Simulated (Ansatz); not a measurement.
# KCl (Sylvite, Fm-3m): a volume series of phonon spectra, part 3 of 4

Wanted: mode Grüneisen parameters of KCl (Sylvite) and a free-energy fit over volumes.

What experiment has found for this phase:
- volume expansion coefficient 111.3 1e-6/K and heat capacity C_P per formula unit 51.7 J/mol/K near room temperature (given in “High-Throughput Prediction of Finite-Temperature Properties using the Quasi-Harmonic Approximation”, 2016, arXiv:1603.06924)
- volume expansion coefficient 114.9 1e-6/K near room temperature (given in “Descriptors for thermal expansion in solids”, 2017, arXiv:1701.03966)

Ansatz 0.2.0; DFT LDA, scalar-relativistic, plane waves, PAW.

So far, highest frequency (cm⁻¹): step 6 (lattice dynamics at this volume, V/V0 1) 222.

**9. Single point at a scaled cell, V/V0 0.985**

Symmetry fixes every atom, so a single point at the scaled cell gives the energy and pressure of this member.

The cell differs from the one that the last finished run ended in (a 4.318 → 4.275 Å, b 4.318 → 4.275 Å, c 4.318 → 4.275 Å).

File input.yaml:

```yaml
crystal:
  lattice:
    - [0.0, 3.0232316327, 3.0232316327]
    - [3.0232316327, 0.0, 3.0232316327]
    - [3.0232316327, 3.0232316327, 0.0]
  atoms:
    - { symbol: K, position: [0.0, 0.0, 0.0] }
    - { symbol: Cl, position: [0.5, 0.5, 0.5] }
kpoints:
  mp_grid: { grid: [8, 8, 8] }
hamiltonian:
  xc: lda
scf:
  occupations: { method: fixed }
output:
  forces: true
  stress: true
  eigenvalues: true
  write_density: true
  write_potential: true
  elf: true
  volumetric_format: npy
```

On the command line:

```bash
> ansatz run input.yaml --threads 4 --pin off --max-ram 16384MiB --backend cpu --events-out ev --progress --plain --runs-dir out
```

Numbers of over 12 decimals in the logs are rounded to 6 here.

The log of the run:

```text
[...]
Crystal: 2 atoms, lattice volume = 55.264 Å³
Basis set: ecut = 420 eV, 1067 PW (Γ)
Bands: 12, of which v1, the nominal top of the filled ones, is band 8 counted from 1 (7 counted from 0)
Symmetry: 48 space group operations
[...]
k-points: 29 of 512
[...]
P = ⅓ Tr σ = 0.3706 GPa (3.706 kbar)
--- Band table (eV; the first three rows and the last of 29) ---
  k-point 0: bands = [... 4 lower, -8.8255, 1.4580, 1.4580, 1.4580, 6.6258, 9.5562, 9.5562, 9.5562]
  k-point 1: bands = [... 4 lower, -8.7725, 1.2044, 1.3847, 1.3847, 7.0601, 9.4350, 9.7787, 9.7787]
  k-point 2: bands = [... 4 lower, -8.6513, 0.6880, 1.2164, 1.2164, 8.0124, 9.4078, 10.4111, 10.4111]
  k-point 28: bands = [... 4 lower, -8.6999, 0.8083, 0.8932, 0.8932, 9.2877, 9.2877, 11.0849, 11.5697]
[key lines of the parts left out:]
SCF converged after 6 iterations
Free energy (F): -2544.290981 eV
Fermi energy:    1.458006 eV
```

Wall time 0.44 s (4 threads of Arm Neoverse V2, shared host); peak memory 0.29 GiB; 1.3 s of CPU time.

The run ends at a pressure of 0.37 GPa.

**10. Lattice dynamics at this volume, V/V0 0.985**

Phonons at this volume give one point of F(V, T); meshes stay fixed along the series.

input.yaml, the sections that differ from step 9:

```yaml
output:
  eigenvalues: true
phonons:
  method: dfpt
  dielectric: true
  rigid_motions: translations
  qmesh: [4, 4, 4]
  temperatures: { t_max: 1000, t_step: 50 }
  qpath:
    path:
      - [[0.0, 0.0, 0.0], [0.5, 0.0, 0.5], [0.625, 0.25, 0.625]]
      - [[0.375, 0.375, 0.75], [0.0, 0.0, 0.0], [0.5, 0.5, 0.5], [0.5, 0.25, 0.75], [0.5, 0.0, 0.5]]
    npoints: 10
# crystal, kpoints, hamiltonian, scf: as in step 9
```

The log of the run:

```text
[...]
Crystal: 2 atoms, lattice volume = 55.264 Å³
Basis set: ecut = 420 eV, 1067 PW (Γ), exchange–correlation on 60×60×60 points (8 copies of the dense FFT grid, shifted against one another)
Bands: 12, of which v1, the nominal top of the filled ones, is band 8 counted from 1 (7 counted from 0)
Symmetry: 48 space group operations
k-points: 59 of 512 (irreducible under 8 space group operations, time reversal used)
[...]
optical modes at Γ + LO–TO along q̂ = [0.0000, 1.0000, 0.0000]:
      ω (cm⁻¹)  modes    IR ((D/Å)²/amu)
        166.87      2             3.0425
        226.03      1             1.5213
  optical modes at Γ + LO–TO along q̂ = [0.0000, 0.0000, 1.0000]:
      ω (cm⁻¹)  modes    IR ((D/Å)²/amu)
        166.87      2             3.0425
        226.03      1             1.5213
--- Phonons (arbitrary-q DFPT): 8 irreducible q on the 4×4×4 mesh ---
[...]
interpolated dispersion: 63 rows × 6 modes
[...]
[key lines of the parts left out:]
SCF converged after 7 iterations
Free energy (F): -2544.290982 eV
Fermi energy:    1.457991 eV
```

Wall time 49 s (4 threads); peak memory 0.98 GiB.

LO-TO term included. Phonon branches along the path, in cm⁻¹:

```
    point  branch 1  branch 2  branch 3  branch 4  branch 5  branch 6
        Γ         0         0         0       167       167       226
  halfway        40        40       129       170       170       177
        X        56        56       104       172       172       178
  halfway        64        72       102       169       172       177
        U        83        94       106       160       169       176
jump to K        83        94       106       160       169       176
  halfway        51        97       114       143       171       195
        Γ         0         0         0       167       167       226
  halfway        70        70        91       157       157       211
        L       120       120       129       129       161       170
  halfway        99       100       138       140       166       169
        W        84        84       133       138       175       175
  halfway        66        88        99       164       173       177
        X        56        56       104       172       172       178
```

The phonon branches as a text plot (rows in cm⁻¹):

```
    221 |***                        *******
    212 |   *                     **       **
    202 |                        *           *
    193 |    **                 *             **
    184 |                      *
    174 |      *******************              ***    **********
    165 |******* *     ***** **   **********     *******      *
    155 |       *         ***    ***        **  *           **
    146 |       *           *** *             *            *
    137 |        *          *  *               **  ********
    127 |      *           * ***              *  **        *
    118 |         **         ** *               ****
    108 |    **     ***   * *  *             * *    **      *   *
     99 |              *****    **                    **    ****
     89 |               *  *                * *         ** *
     80 |   *            ** *    *           *            **  *
     71 |              **    **   **       **               **
     61 |  *          **       *  **       *                  ***
     52 |        *****          *   *     *                     *
     42 |      **                *  *     *
     33 | *  **                   **     *
     24 |  **                       **  *
     14 | *                          *  *
      5 |*                            **
         Γ           X  U|K            Γ         L        W     X
```

No mode is imaginary beyond numerical noise at the solved wavevectors. The highest zone-centre mode (no LO–TO term) moved by +3.5 % for a volume change of -1.5 %.

**11. A cell at another volume, V/V0 1.03**

Symmetry fixes every atom, so a single point at the scaled cell gives the energy and pressure of this member.

The cell differs from the one that the last finished run ended in (a 4.275 → 4.340 Å, b 4.275 → 4.340 Å, c 4.275 → 4.340 Å).

input.yaml, the sections that differ from step 10:

```yaml
crystal:
  lattice:
    - [0.0, 3.0685868607, 3.0685868607]
    - [3.0685868607, 0.0, 3.0685868607]
    - [3.0685868607, 3.0685868607, 0.0]
  atoms:
    - { symbol: K, position: [0.0, 0.0, 0.0] }
    - { symbol: Cl, position: [0.5, 0.5, 0.5] }
output:
  forces: true
  stress: true
  eigenvalues: true
# kpoints, hamiltonian, scf: as in step 10
# phonons: removed
```

The log of the run:

```text
[...]
Crystal: 2 atoms, lattice volume = 57.789 Å³
Basis set: ecut = 420 eV, 1139 PW (Γ)
Bands: 12, of which v1, the nominal top of the filled ones, is band 8 counted from 1 (7 counted from 0)
Symmetry: 48 space group operations
[...]
k-points: 29 of 512
[...]
P = ⅓ Tr σ = -0.6739 GPa (-6.739 kbar)
--- Band table (eV; the first three rows and the last of 29) ---
  k-point 0: bands = [... 4 lower, -9.2563, 1.1168, 1.1168, 1.1168, 6.1183, 9.2135, 9.2135, 9.2135]
  k-point 1: bands = [... 4 lower, -9.2093, 0.8806, 1.0513, 1.0513, 6.5354, 9.0868, 9.4263, 9.4263]
  k-point 2: bands = [... 4 lower, -9.1019, 0.3990, 0.9005, 0.9005, 7.4716, 9.0220, 10.0310, 10.0310]
  k-point 28: bands = [... 4 lower, -9.1459, 0.5190, 0.5738, 0.5738, 8.8975, 8.8975, 10.5501, 11.0288]
[key lines of the parts left out:]
SCF converged after 6 iterations
Free energy (F): -2544.288222 eV
Fermi energy:    1.116757 eV
```

Run time: 0.38 s. Hardware: 4 threads; peak memory 0.29 GiB.

The run ends at a pressure of -0.67 GPa.

**12. Phonons, V/V0 1.03**

The same q-mesh and k-mesh are kept at every volume, so that much of their error can cancel in the differences.

input.yaml, the sections that differ from step 11:

```yaml
output:
  eigenvalues: true
phonons:
  method: dfpt
  dielectric: true
  rigid_motions: translations
  qmesh: [4, 4, 4]
  temperatures: { t_max: 1000, t_step: 50 }
  qpath:
    path:
      - [[0.0, 0.0, 0.0], [0.5, 0.0, 0.5], [0.625, 0.25, 0.625]]
      - [[0.375, 0.375, 0.75], [0.0, 0.0, 0.0], [0.5, 0.5, 0.5], [0.5, 0.25, 0.75], [0.5, 0.0, 0.5]]
    npoints: 10
# crystal, kpoints, hamiltonian, scf: as in step 11
```

The log of the run:

```text
[...]
Crystal: 2 atoms, lattice volume = 57.789 Å³
Basis set: ecut = 420 eV, 1139 PW (Γ), exchange–correlation on 60×60×60 points (8 copies of the dense FFT grid, shifted against one another)
Bands: 12, of which v1, the nominal top of the filled ones, is band 8 counted from 1 (7 counted from 0)
Symmetry: 48 space group operations
k-points: 59 of 512 (irreducible under 8 space group operations, time reversal used)
[...]
optical modes at Γ + LO–TO along q̂ = [0.0000, 1.0000, 0.0000]:
      ω (cm⁻¹)  modes    IR ((D/Å)²/amu)
        150.33      2             3.0742
        213.35      1             1.5371
  optical modes at Γ + LO–TO along q̂ = [0.0000, 0.0000, 1.0000]:
      ω (cm⁻¹)  modes    IR ((D/Å)²/amu)
        150.33      2             3.0742
        213.35      1             1.5371
--- Phonons (arbitrary-q DFPT): 8 irreducible q on the 4×4×4 mesh ---
[...]
interpolated dispersion: 63 rows × 6 modes
[...]
[key lines of the parts left out:]
SCF converged after 7 iterations
Free energy (F): -2544.288222 eV
Fermi energy:    1.116735 eV
```

Wall time 50 s (4 threads); peak memory 1 GiB; 3.2 min of CPU time.

LO-TO term included. The phonon branches at the labelled points (cm⁻¹):

```
    point  branch 1  branch 2  branch 3  branch 4  branch 5  branch 6
        Γ         0         0         0       150       150       213
  halfway        42        42       116       152       152       169
        X        59        59       107       154       154       158
  halfway        65        73       104       151       154       158
        U        80        97       103       143       153       157
jump to K        80        97       103       143       153       157
  halfway        53        86       104       130       153       184
        Γ         0         0         0       150       150       213
  halfway        64        64        86       142       142       200
        L       109       109       117       117       152       160
  halfway        96        96       127       128       151       153
        W        87        87       122       127       156       156
  halfway        68        85       102       148       154       157
        X        59        59       107       154       154       158
```

The phonon branches as a text plot (rows in cm⁻¹):

```
    209 |***                        *******
    200 |   *                     **       **
    191 |                        *           *
    182 |    **                 *             *
    173 |      *               *               *
    164 |                                       **
    156 |   *************************            ****************
    147 |***     *     ******     **********    *   **       **
    138 |        *         **    *          **              *
    129 |       *           *** *             **    ********
    120 |         **       * ***              * *****    ***
    111 |      *    **       **                  **
    102 |             ***** *  **            *  *  ***      *****
     93 |    **          ***                   *      ***  ***
     84 |               * * *   **          * *          ***
     76 |   *          * *   **              *              ***
     67 |              **      * ***       **                 **
     58 |         *****           **                           **
     49 |  *    **              *   *     **
     40 |    ***                 *  *     *
     31 |   *                     **     *
     22 | **                        **   *
     13 | *                          *  *
      4 |*                            **
         Γ           X  U|K            Γ         L        W     X
```

No mode is imaginary beyond numerical noise at the solved wavevectors. The highest zone-centre mode (no LO–TO term) moved by -6.8 % for a volume change of +3.0 %.

**13. Single point at a scaled cell, V/V0 0.97**

Symmetry fixes every atom, so a single point at the scaled cell gives the energy and pressure of this member.

The cell differs from the one that the last finished run ended in (a 4.340 → 4.254 Å, b 4.340 → 4.254 Å, c 4.340 → 4.254 Å).

input.yaml, the sections that differ from step 12:

```yaml
crystal:
  lattice:
    - [0.0, 3.0078067131, 3.0078067131]
    - [3.0078067131, 0.0, 3.0078067131]
    - [3.0078067131, 3.0078067131, 0.0]
  atoms:
    - { symbol: K, position: [0.0, 0.0, 0.0] }
    - { symbol: Cl, position: [0.5, 0.5, 0.5] }
output:
  forces: true
  stress: true
  eigenvalues: true
# kpoints, hamiltonian, scf: as in step 12
# phonons: removed
```

The log of the run:

```text
[...]
Crystal: 2 atoms, lattice volume = 54.423 Å³
Basis set: ecut = 420 eV, 1067 PW (Γ)
Bands: 12, of which v1, the nominal top of the filled ones, is band 8 counted from 1 (7 counted from 0)
Symmetry: 48 space group operations
[...]
k-points: 29 of 512
[...]
P = ⅓ Tr σ = 0.7865 GPa (7.865 kbar)
--- Band table (eV; the first three rows and the last of 29) ---
  k-point 0: bands = [... 4 lower, -8.6743, 1.5800, 1.5800, 1.5800, 6.8072, 9.6766, 9.6766, 9.6766]
  k-point 1: bands = [... 4 lower, -8.6189, 1.3203, 1.5038, 1.5038, 7.2475, 9.5575, 9.9026, 9.9026]
  k-point 2: bands = [... 4 lower, -8.4925, 0.7914, 1.3291, 1.3291, 8.2038, 9.5451, 10.5447, 10.5447]
  k-point 28: bands = [... 4 lower, -8.5428, 0.9115, 1.0081, 1.0081, 9.4250, 9.4250, 11.2722, 11.7597]
[key lines of the parts left out:]
SCF converged after 6 iterations
Free energy (F): -2544.287961 eV
Fermi energy:    1.580040 eV
```

The job ended after 0.37 s (4 threads; peak memory 0.29 GiB; 1 s of CPU time).

The run ends at a pressure of 0.79 GPa.

**14. Lattice dynamics at this volume, V/V0 0.97**

Phonons at this volume give one point of F(V, T); meshes stay fixed along the series.

input.yaml, the sections that differ from step 13:

```yaml
output:
  eigenvalues: true
phonons:
  method: dfpt
  dielectric: true
  rigid_motions: translations
  qmesh: [4, 4, 4]
  temperatures: { t_max: 1000, t_step: 50 }
  qpath:
    path:
      - [[0.0, 0.0, 0.0], [0.5, 0.0, 0.5], [0.625, 0.25, 0.625]]
      - [[0.375, 0.375, 0.75], [0.0, 0.0, 0.0], [0.5, 0.5, 0.5], [0.5, 0.25, 0.75], [0.5, 0.0, 0.5]]
    npoints: 10
# crystal, kpoints, hamiltonian, scf: as in step 13
```

The log of the run:

```text
[...]
Crystal: 2 atoms, lattice volume = 54.423 Å³
Basis set: ecut = 420 eV, 1067 PW (Γ), exchange–correlation on 60×60×60 points (8 copies of the dense FFT grid, shifted against one another)
Bands: 12, of which v1, the nominal top of the filled ones, is band 8 counted from 1 (7 counted from 0)
Symmetry: 48 space group operations
k-points: 59 of 512 (irreducible under 8 space group operations, time reversal used)
[...]
optical modes at Γ + LO–TO along q̂ = [0.0000, 1.0000, 0.0000]:
      ω (cm⁻¹)  modes    IR ((D/Å)²/amu)
        172.65      2             3.0318
        230.57      1             1.5159
  optical modes at Γ + LO–TO along q̂ = [0.0000, 0.0000, 1.0000]:
      ω (cm⁻¹)  modes    IR ((D/Å)²/amu)
        172.65      2             3.0318
        230.57      1             1.5159
--- Phonons (arbitrary-q DFPT): 8 irreducible q on the 4×4×4 mesh ---
[...]
interpolated dispersion: 63 rows × 6 modes
[...]
[key lines of the parts left out:]
SCF converged after 7 iterations
Free energy (F): -2544.287961 eV
Fermi energy:    1.580022 eV
```

Wall time 48 s (4 threads); peak memory 0.97 GiB.

LO-TO term included. The phonon branches at the labelled points (cm⁻¹):

```
    point  branch 1  branch 2  branch 3  branch 4  branch 5  branch 6
        Γ         0         0         0       173       173       231
  halfway        39        39       134       176       176       180
        X        54        54       103       178       178       184
  halfway        63        72       100       175       178       184
        U        84        93       107       165       174       182
jump to K        84        93       107       165       174       182
  halfway        50       100       117       148       177       198
        Γ         0         0         0       173       173       231
  halfway        72        72        93       162       162       216
        L       124       124       134       134       165       174
  halfway       100       102       142       144       172       174
        W        83        83       137       142       181       181
  halfway        64        90        98       170       179       184
        X        54        54       103       178       178       184
```

The phonon branches as a text plot (rows in cm⁻¹):

```
    226 |***                        *******
    216 |   *                     **       **
    207 |                        *           *
    197 |    **                 *             **
    187 |            *****     *                            *****
    178 |  **************************           **** ************
    168 |**      *      **** **     ********     ******      **
    159 |       *          **    ***        **  *           *
    149 |       *           *** *             **           *
    139 |        *           ***               ** *********
    130 |      *           *                  *  *         *
    120 |         **         ****               ****
    110 |    **     *     * *                * *    **      *
    101 |            ***** *    **            *       **     ****
     91 |   *            ***                *          **  ***
     82 |               *** *    *           *           ***  *
     72 |              **    **   **       **               **
     62 |  *           *       *  **       *                  **
     53 |        ******         *   *     *                    **
     43 |      **                *  *     *
     34 | *  **                   **     *
     24 |   *                       **  *
     14 |  *                         *  *
      5 |**                           **
         Γ           X  U|K            Γ         L        W     X
```

No mode is imaginary beyond numerical noise at the solved wavevectors. The highest zone-centre mode (no LO–TO term) moved by +7.1 % for a volume change of -3.0 %.

**15. Single point at a scaled cell, V/V0 1.05**

Symmetry fixes every atom, so a single point at the scaled cell gives the energy and pressure of this member.

The cell differs from the one that the last finished run ended in (a 4.254 → 4.368 Å, b 4.254 → 4.368 Å, c 4.254 → 4.368 Å).

input.yaml, the sections that differ from step 14:

```yaml
crystal:
  lattice:
    - [0.0, 3.0883210806, 3.0883210806]
    - [3.0883210806, 0.0, 3.0883210806]
    - [3.0883210806, 3.0883210806, 0.0]
  atoms:
    - { symbol: K, position: [0.0, 0.0, 0.0] }
    - { symbol: Cl, position: [0.5, 0.5, 0.5] }
output:
  forces: true
  stress: true
  eigenvalues: true
# kpoints, hamiltonian, scf: as in step 14
# phonons: removed
```

The log of the run:

```text
[...]
Crystal: 2 atoms, lattice volume = 58.911 Å³
Basis set: ecut = 420 eV, 1139 PW (Γ)
Bands: 12, of which v1, the nominal top of the filled ones, is band 8 counted from 1 (7 counted from 0)
Symmetry: 48 space group operations
[...]
k-points: 29 of 512
[...]
P = ⅓ Tr σ = -1.0547 GPa (-10.547 kbar)
--- Band table (eV; the first three rows and the last of 29) ---
  k-point 0: bands = [... 4 lower, -9.4376, 0.9761, 0.9761, 0.9761, 5.9090, 9.0695, 9.0695, 9.0695]
  k-point 1: bands = [... 4 lower, -9.3928, 0.7472, 0.9138, 0.9138, 6.3188, 8.9407, 9.2783, 9.2783]
  k-point 2: bands = [... 4 lower, -9.2907, 0.2800, 0.7699, 0.7699, 7.2466, 8.8616, 9.8714, 9.8714]
  k-point 28: bands = [... 4 lower, -9.3328, 0.3995, 0.4430, 0.4430, 8.7336, 8.7336, 10.3244, 10.8016]
[key lines of the parts left out:]
SCF converged after 6 iterations
Free energy (F): -2544.282140 eV
Fermi energy:    0.976098 eV
```

Run time: 0.38 s. Hardware: 4 threads; peak memory 0.29 GiB; 1.1 s of CPU time.

The run ends at a pressure of -1.05 GPa.

[end of part 3 of 4]

[Logs are printed without paths, hosts, clocks, repeated set-up lines and the standing remarks that a program may print on its own settings, such as how far it seeks lower states.]

[Hosts, paths, dates, database ids (printed as entryN), source tags and the programs' standing remarks are cut or masked in the printed files.]

[A step with changed settings may run another functional than the one named; its input shows which.]

[Of the runs on displaced cells, only some may be shown.]
